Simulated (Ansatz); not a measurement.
# GaP (F-43m): from the cell to its phonons, part 2 of 2

How does GaP (F-43m) vibrate, and is this structure a minimum?

Ansatz 0.2.0; DFT LDA, scalar-relativistic, plane waves, PAW; PAW set soft_1.

So far, gap on the k-mesh (eV): step 2 (relaxation) 1.43; step 5 (tight relaxation, k-mesh 12×12×12) 1.39. The relaxed cell has a = 5.391 Å (conventional setting).

### 7. The dispersion (continued)

The partial phonon density of states has structure finer than the step of the table below, so its rows give means over 10 cm⁻¹, whole bins alone (the curve runs from -10 to 418 cm⁻¹). Peaks (cm⁻¹: height): Ga 105.8: 0.0354, 213.5: 0.0298, 361.6: 0.0370, 385.9: 0.0112; P 361.6: 0.120, 385.9: 0.0536.

Phonopy on the run's constants, 19x19x19 mesh, Gaussian sigma 3.1 cm-1. Interpolated from a 4×4×4 q mesh. Table of partial phonon density of states by wavenumber; means over each step; values in 1/cm⁻¹/cell:

| wavenumber (cm⁻¹) | Ga | P |
| --- | --- | --- |
| 0 | 2.5e-5 | 1.2e-5 |
| 10 | 5.0e-5 | 2.0e-5 |
| 20 | 2.6e-4 | 1.2e-4 |
| 30 | 5.5e-4 | 2.4e-4 |
| 40 | 0.00110 | 4.6e-4 |
| 50 | 0.00196 | 8.0e-4 |
| 60 | 0.00318 | 0.00125 |
| 70 | 0.00619 | 0.00231 |
| 80 | 0.0141 | 0.00492 |
| 90 | 0.0206 | 0.00669 |
| 100 | 0.0306 | 0.00880 |
| 110 | 0.0298 | 0.00779 |
| 120 | 0.0220 | 0.00527 |
| 130 | 0.0205 | 0.00458 |
| 140 | 0.0107 | 0.00237 |
| 150 | 0.00205 | 6.0e-4 |
| 160 | 0.00230 | 6.4e-4 |
| 170 | 0.00311 | 7.8e-4 |
| 180 | 0.00427 | 9.3e-4 |
| 190 | 0.00624 | 0.00112 |
| 200 | 0.0103 | 0.00133 |
| 210 | 0.0227 | 0.00157 |
| 220 | 0.0210 | 9.7e-4 |
| 230 | 0.00828 | 3.1e-4 |
| 240 | 0.00333 | 8.0e-5 |
| 250 | 9.7e-4 | 9.6e-6 |
| 260 | 2.1e-5 | 0 |
| 270 | 0 | 0 |
| 280 | 0 | 0 |
| 290 | 0 | 0 |
| 300 | 0 | 0 |
| 310 | 0 | 0 |
| 320 | 4.1e-6 | 2.2e-4 |
| 330 | 3.1e-4 | 0.00985 |
| 340 | 0.00189 | 0.0253 |
| 350 | 0.00466 | 0.0264 |
| 360 | 0.0253 | 0.0839 |
| 370 | 0.00566 | 0.0191 |
| 380 | 0.00512 | 0.0269 |
| 390 | 0.00942 | 0.0461 |
| 400 | 0.00158 | 0.00815 |
| 410 | 1.2e-6 | 7.2e-6 |

Second derivatives of the energy by pair, one row for each kind of neighbour of each atom listed. Each entry sums the pair over the periodic images of the supercell that the q mesh stands for, and in a polar crystal it holds the long-range dipole part too. Force constants by pair, by row:

| atom | neighbour | distance (Å) | third of the trace (eV/Å²) | along the pair's line (eV/Å²) |
| --- | --- | --- | --- | --- |
| Ga1 | itself | 0 | 10.95 | – |
| Ga1 | P | 2.335 | -2.709 | -6.628 |
| Ga1 | Ga | 3.812 | 0.0213 | -0.5501 |
| Ga1 | P | 4.47 | 0.0099 | 0.0931 |
| Ga1 | Ga | 5.391 | -0.0176 | -0.0577 |
| Ga1 | P | 5.875 | -0.0142 | 0.1272 |
| Ga1 | Ga | 6.603 | -0.0293 | -0.0772 |
| Ga1 | P | 7.004 | 0.0119 | 0.0235 |
| Ga1 | P | 7.004 | 0.0098 | 0.0232 |
| P2 | itself | 0 | 12.81 | – |
| P2 | Ga | 2.335 | -2.709 | -6.628 |
| P2 | P | 3.812 | -0.1493 | -0.6353 |
| P2 | Ga | 4.47 | 0.0099 | 0.0931 |
| P2 | P | 5.391 | -0.0078 | -0.0219 |
| P2 | Ga | 5.875 | -0.0142 | 0.1272 |
| P2 | P | 6.603 | -0.0064 | -0.0236 |
| P2 | Ga | 7.004 | 0.0119 | 0.0235 |
| P2 | Ga | 7.004 | 0.0098 | 0.0232 |

Harmonic thermodynamic functions per atom, from the density of states. Interpolated from a 4×4×4 q mesh. Thermodynamic functions, by row:

| T (K) | F_vib (meV/atom) | S (J/mol-atom/K) | C_V (J/mol-atom/K) |
| --- | --- | --- | --- |
| 0 | 46.63 | 0 | 0 |
| 50 | 46.33 | 2.158 | 4.773 |
| 100 | 43.87 | 7.429 | 10.91 |
| 200 | 30.68 | 17.74 | 18.64 |
| 300 | 7.85 | 25.97 | 21.69 |
| 400 | -22.54 | 32.41 | 23.01 |
| 500 | -58.92 | 37.63 | 23.67 |
| 600 | -100.2 | 41.98 | 24.05 |
| 700 | -145.7 | 45.7 | 24.28 |
| 800 | -194.8 | 48.96 | 24.43 |
| 900 | -247.1 | 51.84 | 24.54 |
| 1000 | -302.2 | 54.43 | 24.61 |

Harmonic mean-square displacement, third of the trace. Interpolated from a 4×4×4 q mesh. Mean square displacements, by row:

| T (K) | Ga1 U_eq (Å²) | P2 U_eq (Å²) |
| --- | --- | --- |
| 0 | 0.00177 | 0.00218 |
| 100 | 0.00286 | 0.003 |
| 300 | 0.00721 | 0.00645 |
| 600 | 0.01414 | 0.01227 |

Symmetry leaves 8 wavevectors to solve. The lowest mode among them, the acoustic zeros apart, lies at q = (0, 0, 0.25) and is real, 66.4 cm⁻¹.

### 8. Another isotope

An isotope changes the mass and not the force constants, so no new electronic calculation is needed; the shifts show which modes move this element.

The same force constants with the mass of Ga changed from 69.723 to 70.925 u (phonopy, no LO-TO term). Both lists are sorted by frequency; levels can cross, so a row need not hold one and the same mode. Modes under 3 cm⁻¹ are left out. Isotope shifts, by row:

| q | rank | natural mass (cm⁻¹) | changed mass (cm⁻¹) |
| --- | --- | --- | --- |
| 0 0 0 | 4 | 365 | 364 |
| 0 0 0 | 5 | 365 | 364 |
| 0 0 0 | 6 | 365 | 364 |
| 0 0 0.25 | 1 | 66.42 | 66.01 |
| 0 0 0.25 | 2 | 66.42 | 66.01 |
| 0 0 0.25 | 3 | 161.4 | 160.3 |
| 0 0 0.25 | 4 | 362.6 | 361.8 |
| 0 0 0.25 | 5 | 362.6 | 361.8 |
| 0 0 0.25 | 6 | 385.2 | 384.6 |
| 0 0 -0.5 | 1 | 79.11 | 78.61 |
| 0 0 -0.5 | 2 | 79.11 | 78.61 |
| 0 0 -0.5 | 3 | 233 | 231 |
| 0 0 -0.5 | 4 | 363.1 | 362.3 |
| 0 0 -0.5 | 5 | 363.1 | 362.3 |
| 0 0 -0.5 | 6 | 370.7 | 370.6 |
| 0 0.25 0.25 | 1 | 89.03 | 88.45 |
| 0 0.25 0.25 | 2 | 89.03 | 88.45 |
| 0 0.25 0.25 | 3 | 166.5 | 165.4 |
| 0 0.25 0.25 | 4 | 360.6 | 359.9 |
| 0 0.25 0.25 | 5 | 360.6 | 359.9 |
| 0 0.25 0.25 | 6 | 387 | 386.3 |

A mode of this element alone would shift by -0.85 %. The highest zone-centre frequency without the field goes from 365.0 to 364.0 cm⁻¹ (-0.3 %). The product of the frequency ratios over all optical modes at Γ is 0.992; the product rule, (m/m′)^(3k/2) (M′/M)^(3/2) with k = 1 such atoms and M the mass of the cell, gives 0.992.

### 9. Outcome

| Quantity | Value |
| --- | --- |
| space group after relaxation (within 0.01 Å) | F-43m |
| volume per atom | 19.6 Å³ |
| gap on the k-mesh | 1.39 eV |
| highest optical mode at the zone centre (no LO-TO term) | 365 cm⁻¹ |
| top of the zone-centre spectrum with the field | 395 cm⁻¹ |
| lowest optical zone-centre mode | 365 cm⁻¹ |
| mean high-frequency dielectric constant | 10.6 |
| mean static dielectric constant | 12.5 |
| largest Born charge (third of the trace) | 2.05 e |
| lowest mode on the q mesh (acoustic modes at Γ apart) | 66.4 cm⁻¹ |
| highest frequency on the path or at a solved wavevector | 396 cm⁻¹ |
| zero-point energy per atom | 46.6 meV |
| heat capacity at 300 K | 21.7 J/(mol atoms K) |
| vibrational entropy at 300 K | 26.0 J/(mol atoms K) |
| Debye temperature (second moment) | 518 K |
| imaginary modes on the 4×4×4 q mesh | none |

The structure is a minimum as far as tested: no mode is imaginary at the 8 irreducible wavevectors of the 4×4×4 mesh, and the softest away from the acoustic zeros lies at 66 cm⁻¹. Without the field, the optical modes at Γ form one degenerate level at 365 cm⁻¹. The highest mode in this list at Γ, 365.0 cm⁻¹, has its largest share on P (69 % of the kinetic energy). With the macroscopic field of the longitudinal modes the top of the zone-centre spectrum lies at 395 cm⁻¹, against 365 cm⁻¹ without it. Lattice motion raises the mean dielectric constant from 10.64 to 12.48. The strongest infrared line is at 365 cm⁻¹. Averaged over orientations, the strongest Raman line at 532 nm and 300 K is at 365 cm⁻¹, among the modes without the field; their longitudinal partners can be Raman active too. The tensors are the static, non-resonant ones, while 532 nm light (2.33 eV) lies above the computed gap. On the path and the mesh, the widest gap between branches runs from 251 to 329 cm⁻¹. With the field response the log warns that the k mesh is coarse for the force constants too, so the frequencies may not be converged. The program warns that the interpolation holds no quadrupole term, so branches close to Γ can be off in this crystal. The PAW files were made for PBE and serve the other functionals too. These are harmonic frequencies at zero temperature: anharmonic shifts, linewidths and thermal expansion are left out.

[Hosts, paths, dates, database ids (printed as entryN), source tags and the programs' standing remarks are cut or masked in the printed files.]
